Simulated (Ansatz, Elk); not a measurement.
# GeMoS4: X-ray structure factors from the self-consistent density

Structure refinements treat a crystal as free atoms side by side. For a made-up structure of GeMoS4 (cell and positions from a PBEsol relaxation) the runs below show what the calculated density changes in F(hkl).

Main program and level: Elk 11.2.3 (patched build); DFT, PBE, all-electron APW+lo, Dirac cores, scalar-relativistic bands, static density, no spin.

The structure was built from a prototype and need not be the compound's stable phase.

## 1. The starting structure

The structure is tetragonal, space group I-4m2 (No. 119). The conventional cell has a = 4.717 Å, b = 4.717 Å, c = 11.422 Å, α = 90.00°, β = 90.00°, γ = 90.00°. Nearest to Mo lie 6 S at 2.33 to 2.41 Å. Nearest to Ge lie 6 S at 2.36 to 2.42 Å. S has 1 Mo at 2.33 Å and 2 Ge at 2.42 Å nearest. Nearest to S lie 1 Ge at 2.36 Å and 2 Mo at 2.41 Å. Farther neighbours and most contacts between anions are not listed.

## 2. Ground state and structure factors

An all-electron density is needed, since X-rays see the cores too. Task 0 finds the density and task 195 Fourier-transforms it; tshift is off so that phases refer to the origin typed.

elk.in reads:

```
tasks
  0
  195

xctype
  20

spinpol
  .false.

rgkmax
  7.0

gmaxvr
  14.0

lmaxo
  7

lmaxapw
  8

swidth
  0.002

tshift
  .false.

ramdisk
  .false.

hmaxvr
  5.5

maxscl
  120

epspot
  1e-06

sppath
  './'

avec
  -4.45652391045 4.45652391045 10.79232463118
  4.45652391045 -4.45652391045 10.79232463118
  4.45652391045 4.45652391045 -10.79232463118

atoms
  3
  'Mo.in'
  1
  0.0000000000 0.0000000000 -0.0000000000   0.000000 0.000000 0.000000
  'Ge.in'
  1
  0.7500000000 0.2500000000 0.5000000000   0.000000 0.000000 0.000000
  'S.in'
  4
  0.2042037346 0.2042037346 0.0000000000   0.000000 0.000000 0.000000
  0.5430847292 0.0430847292 0.5000000000   0.000000 0.000000 0.000000
  0.7957962654 0.7957962654 0.0000000000   0.000000 0.000000 0.000000
  0.9569152708 0.4569152708 0.5000000000   0.000000 0.000000 0.000000

ngridk
  7 7 7
```

Launch:

```bash
$ OMP_NUM_THREADS=4 elk
```

Numbers of over 12 decimals in the logs are rounded to 6 here.

The log of the run:

```text
┌─────────────────────────┐
│ Elk code version 11.2.3 │
└─────────────────────────┘

All units are atomic (Hartree, Bohr, etc.)

┌─────────────────────────────────────────────────┐
│ Ground-state run starting from atomic densities │
└─────────────────────────────────────────────────┘

Lattice vectors :
  -4.456523910       4.456523910       10.79232463
   4.456523910      -4.456523910       10.79232463
   4.456523910       4.456523910      -10.79232463

Reciprocal lattice vectors :
 -0.1790486025E-16  0.7049423983      0.2910950848
  0.7049423983     -0.1790486025E-16  0.2910950848
  0.7049423983      0.7049423983     -0.2598923219E-17

Unit cell volume      :    857.3684019
Brillouin zone volume :   0.2893157864

Muffin-tin inner radius fraction :   0.1000000000E-01

Nuclei treated as point charges

Species : 1 (Mo)
 parameters loaded from : Mo.in
 name : molybdenum
 nuclear charge    :   -42.00000000
 electronic charge :    42.00000000
 atomic mass :    174887.9214
 muffin-tin radius :    2.360402411
 number of radial points in muffin-tin :   1193
 inner part over the whole radius :   0.9911490363E-02
 number on inner part of muffin-tin    :    846
 approximate nuclear radius :   0.8334154960E-04
 number of mesh points to nuclear radius :    422
 atomic positions (lattice), magnetic fields (Cartesian) :
  1 :   0.00000000  0.00000000  0.00000000    0.00000000  0.00000000  0.00000000

Species : 2 (Ge)
 parameters loaded from : Ge.in
 name : germanium
 nuclear charge    :   -32.00000000
 electronic charge :    32.00000000
 atomic mass :    132414.6196
 muffin-tin radius :    2.400000000
 number of radial points in muffin-tin :    993
 inner part over the whole radius :   0.9906635991E-02
 number on inner part of muffin-tin    :    702
 approximate nuclear radius :   0.7637961215E-04
 number of mesh points to nuclear radius :    340
 atomic positions (lattice), magnetic fields (Cartesian) :
  1 :   0.75000000  0.25000000  0.50000000    0.00000000  0.00000000  0.00000000

Species : 3 (S)
 parameters loaded from : S.in
 name : sulphur
 nuclear charge    :   -16.00000000
 electronic charge :    16.00000000
 atomic mass :    58450.91931
 muffin-tin radius :    1.997263578
 number of radial points in muffin-tin :    793
 inner part over the whole radius :   0.9989780505E-02
 number on inner part of muffin-tin    :    553
 approximate nuclear radius :   0.6195814986E-04
 number of mesh points to nuclear radius :    252
 atomic positions (lattice), magnetic fields (Cartesian) :
  1 :   0.20420373  0.20420373  0.00000000    0.00000000  0.00000000  0.00000000
  2 :   0.54308473  0.04308473  0.50000000    0.00000000  0.00000000  0.00000000
  3 :   0.79579627  0.79579627  0.00000000    0.00000000  0.00000000  0.00000000
  4 :   0.95691527  0.45691527  0.50000000    0.00000000  0.00000000  0.00000000

Total number of atoms per unit cell :    6
Total muffin-tin volume :    246.4843848
 ratio of muffin-tin to unit cell volume :   0.2874894669

Spin treatment :
 spin-unpolarised

Number of Bravais lattice symmetries :   16
Number of crystal symmetries         :    8
Crystal has no inversion symmetry
Complex Hermitian eigensolver will be used

k-point grid :      7     7     7
k-point offset :    0.000000000       0.000000000       0.000000000
k-point set is reduced with full crystal symmetry group
Total number of k-points :       58

Muffin-tin radius times maximum |G+k| :    7.000000000
 using average radius
Maximum |G+k| for APW functions       :    3.294258015
Maximum (1/2)|G+k|²                   :    5.426067934
Maximum |G| for potential and density :    14.00000000
Constant for pseudocharge density :    8
 order of it for each species :   15  15  15
 order of it for pair densities of each species (exact exchange by exxq0 0: 16) :   12  13   8
Radial integration step length :    1

G-vector grid sizes :     56    56    56
Number of G-vectors :    39725

Maximum angular momentum used for
 APW functions            :    8
[...]
electron entropic           :    -0.68310786730258E-03
 total energy                :     -7746.8411880104

Density of states at Fermi energy :    53.11416641
 (states/Hartree/unit cell)

Estimated indirect band gap :   0.5859854962E-03
 from k-point 1 to k-point 57
Estimated direct band gap   :   0.4178880259E-02
 at k-point 43

Charges :
 core                        :    86.00000000
 valence                     :    52.00000000
 interstitial                :    12.23808448
 muffin-tins (core leakage)
  species : 1 (Mo)
[...]
species : 2 (Ge)
[...]
species : 3 (S)
[...]
total in muffin-tins        :    125.7619155
 total calculated charge     :    137.9970135
 total charge                :    138.0000000
 error                       :   0.2986470709E-02

RMS change in Kohn-Sham potential (target) :   0.4176597564     (  0.1000000000E-05)
Absolute change in total energy (target)   :   0.2954125919     (  0.1000000000E-03)

[... loops 3 to 16 left out ...]

┌──────────────────┐
│ Loop number : 17 │
└──────────────────┘

Energies :
 Fermi                       :     0.189999
 sum of occupied eigenvalues :     -4517.5454350158
 electron kinetic            :      7945.7999553331
 core electron kinetic       :      7638.7292544197
 Coulomb                     :     -15385.050671179
 Coulomb potential           :     -12065.445672453
 nuclear-nuclear             :     -845.12160600510
 electron-nuclear            :     -17030.631908195
 Hartree                     :      2490.7028430211
 Madelung                    :     -9352.3278349526
 xc potential                :     -397.89971789597
 exchange                    :     -299.95479559456
 correlation                 :     -6.305217
 electron entropic           :    -0.71510563164642E-03
 total energy                :     -7745.5114437465

Density of states at Fermi energy :    46.34609342
 (states/Hartree/unit cell)

Estimated indirect band gap :   0.2384047259E-02
 from k-point 30 to k-point 56
Estimated direct band gap   :   0.7235929855E-02
 at k-point 28

Charges :
 core                        :    86.00000000
 valence                     :    52.00000000
 interstitial                :    12.01453603
 muffin-tins (core leakage)
  species : 1 (Mo)
[...]
species : 2 (Ge)
[...]
species : 3 (S)
[...]
total in muffin-tins        :    125.9854640
 total calculated charge     :    137.9971152
 total charge                :    138.0000000
 error                       :   0.2884835661E-02

RMS change in Kohn-Sham potential (target) :   0.3417278678E-06 (  0.1000000000E-05)
Absolute change in total energy (target)   :   0.4882549365E-04 (  0.1000000000E-03)

Convergence targets achieved

┌──────────────────┐
│ Loop number : 18 │
└──────────────────┘

Energies :
 Fermi                       :     0.189999
 sum of occupied eigenvalues :     -4517.5454370493
 electron kinetic            :      7945.7999561897
 core electron kinetic       :      7638.7292554620
 Coulomb                     :     -15385.050671360
 Coulomb potential           :     -12065.445680178
 nuclear-nuclear             :     -845.12160600510
 electron-nuclear            :     -17030.631900625
 Hartree                     :      2490.7028352706
 Madelung                    :     -9352.3278312704
 xc potential                :     -397.89971306068
 exchange                    :     -299.95479564485
 correlation                 :     -6.305217
 electron entropic           :    -0.71510524432188E-03
 total energy                :     -7745.5114431050

Density of states at Fermi energy :    46.34606376
 (states/Hartree/unit cell)

Estimated indirect band gap :   0.2384030531E-02
 from k-point 30 to k-point 56
Estimated direct band gap   :   0.7235933145E-02
 at k-point 28

Charges :
 core                        :    86.00000000
 valence                     :    52.00000000
 interstitial                :    12.01453573
 muffin-tins (core leakage)
  species : 1 (Mo)
[...]
species : 2 (Ge)
[...]
species : 3 (S)
[...]
atom 2                    :    13.91449722     (  0.2708257707E-03)
   atom 3                    :    13.91503266     (  0.2714715847E-03)
   atom 4                    :    13.91449722     (  0.2708257707E-03)
 total in muffin-tins        :    125.9854643
 total calculated charge     :    137.9971152
 total charge                :    138.0000000
 error                       :   0.2884835452E-02

┌──────────────────────────────┐
│ Self-consistent loop stopped │
└──────────────────────────────┘

Warning : core states of species 2 leak from the muffin-tin :   0.3365796994E-03

Warning : core states of species 3 leak from the muffin-tin :   0.2714715847E-03

Wrote STATE.OUT
```

Run time: 2.2 min. Hardware: 4 threads of Arm Neoverse V1, shared host; peak memory 0.25 GiB; 7.5 min of CPU time.

SFACRHO.OUT:

```text

h k l indices transformed by vhmat matrix:
   1.000000000       0.000000000       0.000000000    
   0.000000000       1.000000000       0.000000000    
   0.000000000       0.000000000       1.000000000    

      h      k      l  multipl.   |H|            Re(F)            Im(F)           |F|

      0      0      0      1   0.0000000       138.00000     -0.19211417E-15   138.00000    
     -1     -1      1      2  0.58219017       9.7939769     -0.44618913E-14   9.7939769    
     -1      0      0      4  0.76267957       45.629089       36.320585       58.319796    
      0     -1      0      4  0.76267957       45.629089      -36.320585       58.319796    
      0      0      1      4  0.99693910       8.2604449     -0.16759835E-13   8.2604449    
      1      2     -2      4   1.1223061       16.101974       9.0655639       18.478583    
      1      2     -1      4   1.1223061       16.101974      -9.0655639       18.478583    
     -1     -1      0      8   1.1544839       20.356476     -0.20078511E-13   20.356476    
      2      2     -2      2   1.1643803       81.552936     -0.13385674E-13   81.552936    
     -1      1     -1      4   1.4098848       100.94714     -0.26495379E-13   100.94714    
      0      2     -2      4   1.5253591       7.3525932      0.19286819E-01   7.3526185    
     -2      0      0      4   1.5253591       7.3525932     -0.19286819E-01   7.3526185    
     -1     -3      2      8   1.5328631       5.6764533     -0.14872971E-13   5.6764533    
     -1      2      0      8   1.6029520       36.718769      -29.477260       47.086907    
      0     -1     -1      8   1.6029520       36.718769       29.477260       47.086907    
      3      2     -2      4   1.6172051       50.742830      -43.756840       67.003700    
      3      2     -3      4   1.6172051       50.742830       43.756840       67.003700    
     -3     -3      3      2   1.7465705       8.5663250     -0.74364855E-14   8.5663250
```

Elk indexes on the primitive cell of elk.in and gives |H| = 4π sin θ/λ in inverse bohr. Below, one row stands for each form hkl of the conventional cell (m members, Friedel mates merged), F is for one primitive cell and the density is static (no thermal factor). Free-atom factors are Waasmaier and Kirfel's, and R is Σm||F|−|F'||/Σm|F|.

| hkl | m | sin θ/λ (Å⁻¹) | abs F, DFT | neutral atoms | diff. | abs of complex diff. |
| --- | --- | --- | --- | --- | --- | --- |
| 002 | 2 | 0.087 | 9.794 | 9.829 | -0.035 | 0.035 |
| 101 | 8 | 0.115 | 58.320 | 58.315 | +0.005 | 0.044 |
| 110 | 4 | 0.150 | 8.260 | 8.389 | -0.129 | 0.129 |
| 103 | 8 | 0.169 | 18.479 | 19.041 | -0.563 | 0.563 |
| 112 | 8 | 0.174 | 20.357 | 20.921 | -0.565 | 0.565 |
| 004 | 2 | 0.175 | 81.553 | 81.698 | -0.145 | 0.145 |
| 200 | 4 | 0.212 | 100.947 | 100.872 | +0.075 | 0.075 |
| 202 | 8 | 0.229 | 7.353 | 7.557 | -0.204 | 0.205 |
| 114 | 8 | 0.231 | 5.676 | 5.898 | -0.221 | 0.221 |
| 211 | 16 | 0.241 | 47.087 | 47.226 | -0.139 | 0.151 |
| 105 | 8 | 0.243 | 67.004 | 67.151 | -0.147 | 0.247 |
| 006 | 2 | 0.263 | 8.566 | 8.683 | -0.117 | 0.117 |
| 213 | 16 | 0.271 | 17.528 | 17.840 | -0.311 | 0.313 |
| 204 | 8 | 0.275 | 68.615 | 69.061 | -0.446 | 0.451 |

## 3. The highest occupied states alone

An energy window below the Fermi level keeps the highest occupied states, to see at which angles they scatter; shallow core shells can lie inside it and anion s states outside. No new self-consistency is needed.

Changes to elk.in since step 2:

```diff
@@ -1,3 +1,2 @@
 tasks
-  0
   195
@@ -40,2 +39,5 @@
 
+wsfac
+  -0.250990 0.490000
+
 sppath
```

Launch:

```bash
$ OMP_NUM_THREADS=4 elk
```

The log of the run:

```text
┌─────────────────────────────────┐
│ Elk code version 11.2.3 started │
└─────────────────────────────────┘

Info(readinput): the functional depends on the density's gradient
 muffin-tin radial points multiplied by    2.00000
 (not where nrmtscf is given)

┌────────────────────┐
│ Current task : 195 │
└────────────────────┘
Info(checkmt): changed muffin-tin radius of species 1 (Mo) from   2.6000 to   2.3604
Info(checkmt): changed muffin-tin radius of species 3 (S) from   2.2000 to   1.9973

Info(sfacrho): density structure factors written to SFACRHO.OUT

 Energy window :  -0.2509900000      0.4900000000

┌──────────────────┐
│ Elk code stopped │
└──────────────────┘
```

The job ended after 18 s (4 threads; peak memory 0.18 GiB).

States within 12 eV below the Fermi level hold 26.14 electrons; any levels below the window count with the cores, and a count that is not whole means the window cuts a band. Their amplitudes can exceed the total, where window and core parts have opposite phase:

| hkl | sin θ/λ (Å⁻¹) | abs F, window | abs F, all |
| --- | --- | --- | --- |
| 002 | 0.087 | 1.965 | 9.794 |
| 101 | 0.115 | 5.576 | 58.320 |
| 110 | 0.150 | 1.331 | 8.260 |
| 103 | 0.169 | 1.846 | 18.479 |
| 112 | 0.174 | 3.120 | 20.357 |
| 004 | 0.175 | 5.349 | 81.553 |
| 200 | 0.212 | 5.221 | 100.947 |
| 202 | 0.229 | 0.582 | 7.353 |
| 114 | 0.231 | 0.388 | 5.676 |
| 211 | 0.241 | 1.202 | 47.087 |

## 4. Another functional

The difference from free atoms is small, so it is set against the change that PBEsol makes.

Changes to elk.in since step 3:

```diff
@@ -1,2 +1,3 @@
 tasks
+  0
   195
@@ -4,3 +5,3 @@
 xctype
-  20
+  22
 
@@ -39,5 +40,2 @@
 
-wsfac
-  -0.250990 0.490000
-
 sppath
```

Launch:

```bash
$ OMP_NUM_THREADS=4 elk
```

The log of the run:

```text
┌─────────────────────────┐
│ Elk code version 11.2.3 │
└─────────────────────────┘

All units are atomic (Hartree, Bohr, etc.)

┌─────────────────────────────────────────────────┐
│ Ground-state run starting from atomic densities │
└─────────────────────────────────────────────────┘

Lattice vectors :
  -4.456523910       4.456523910       10.79232463
   4.456523910      -4.456523910       10.79232463
   4.456523910       4.456523910      -10.79232463

Reciprocal lattice vectors :
 -0.1790486025E-16  0.7049423983      0.2910950848
[...]
species : 3 (S)
[...]
atom 3                    :    13.89437671     (  0.2734288731E-03)
   atom 4                    :    13.89439585     (  0.2728067820E-03)
 total in muffin-tins        :    125.9238603
 total calculated charge     :    137.9971191
 total charge                :    138.0000000
 error                       :   0.2880930215E-02

┌──────────────────────────────┐
│ Self-consistent loop stopped │
└──────────────────────────────┘

Warning : core states of species 2 leak from the muffin-tin :   0.3421670436E-03

Warning : core states of species 3 leak from the muffin-tin :   0.2734288731E-03

Wrote STATE.OUT
[key lines of the parts left out:]
total energy                :     -7739.3257082572
```

It took 2.2 min on 4 threads; peak memory 0.25 GiB; 7.5 min of CPU time.

Against the first run R = 0.04 %; the largest change is -0.061 at 200.

## 5. Basis size

The basis and the expansions that go with it are enlarged, to see whether the differences are converged.

Changes to elk.in since step 4:

```diff
@@ -5,3 +5,3 @@
 xctype
-  22
+  20
 
@@ -11,12 +11,12 @@
 rgkmax
-  7.0
+  8.5
 
 gmaxvr
-  14.0
+  18.0
 
 lmaxo
-  7
+  9
 
 lmaxapw
-  8
+  10
```

Launch:

```bash
$ OMP_NUM_THREADS=4 elk
```

The log of the run:

```text
┌─────────────────────────┐
│ Elk code version 11.2.3 │
└─────────────────────────┘

All units are atomic (Hartree, Bohr, etc.)

┌─────────────────────────────────────────────────┐
│ Ground-state run starting from atomic densities │
└─────────────────────────────────────────────────┘

Lattice vectors :
  -4.456523910       4.456523910       10.79232463
   4.456523910      -4.456523910       10.79232463
   4.456523910       4.456523910      -10.79232463

Reciprocal lattice vectors :
 -0.1790486025E-16  0.7049423983      0.2910950848
[...]
species : 3 (S)
[...]
atom 3                    :    13.91764646     (  0.2716290539E-03)
   atom 4                    :    13.91728552     (  0.2709870082E-03)
 total in muffin-tins        :    126.0053413
 total calculated charge     :    137.9989633
 total charge                :    138.0000000
 error                       :   0.1036668842E-02

┌──────────────────────────────┐
│ Self-consistent loop stopped │
└──────────────────────────────┘

Warning : core states of species 2 leak from the muffin-tin :   0.3362820879E-03

Warning : core states of species 3 leak from the muffin-tin :   0.2716290539E-03

Wrote STATE.OUT
[key lines of the parts left out:]
total energy                :     -7745.5179947670
```

The job ended after 8.5 min (4 threads; peak memory 0.51 GiB).

Against the first run R = 0.01 %; the largest change is -0.013 at 336.

## 6. Settings against the effect

| run | R against the first run (%) | R against neutral atoms, low angle (%) | wall time |
| --- | --- | --- | --- |
| PBE, rgkmax 7 | 0.00 | 0.67 | 2.2 min |
| PBEsol | 0.04 | 0.67 | 2.2 min |
| rgkmax 8.5 with larger expansions | 0.01 | 0.67 | 8.5 min |

## 7. Summary of results

```json
{
 "R against neutral atoms, sin θ/λ < 0.3 Å⁻¹": "0.67 %",
 "R against neutral atoms, 0.3 to 0.72 Å⁻¹": "0.34 %"
}
```

**Reading.** Independent neutral atoms miss the calculated amplitudes by R = 0.67 % below 0.3 Å⁻¹ and 0.34 % from there to 0.72 Å⁻¹; by shells, 0.12 % below 0.15 Å⁻¹ (3 forms), 0.75 % 0.15 to 0.3 (12 forms), 0.59 % 0.3 to 0.45 (28 forms), 0.27 % above 0.45 (106 forms). Bonding, aspherical density and the tables' own atoms all enter these figures, and the runs don't part them. The largest change of an amplitude is -0.56 electrons, at 112. R counts amplitudes alone; phases shift too. The window's part falls from 26.1 electrons at the origin to at most 0.38 between 0.45 and 0.72 Å⁻¹. Below 0.3 Å⁻¹ the changes that finished (PBEsol and rgkmax 8.5 with larger expansions) move F by R = 0.05 % at most, against the 0.67 % that separates it from free atoms. The k-mesh has no finished test. These runs have no spin, though d or f shells may be open. Part of the difference isn't bonding: the tables are fits to free atoms and ions calculated by other methods than this functional. Thermal motion, anomalous dispersion and extinction are left out.

[Logs are printed without paths, hosts, clocks, repeated set-up lines and the standing remarks that a program may print on its own settings, such as how far it seeks lower states.]

[Hosts, paths, dates, database ids (printed as entryN), source tags and the programs' standing remarks are cut or masked in the printed files.]
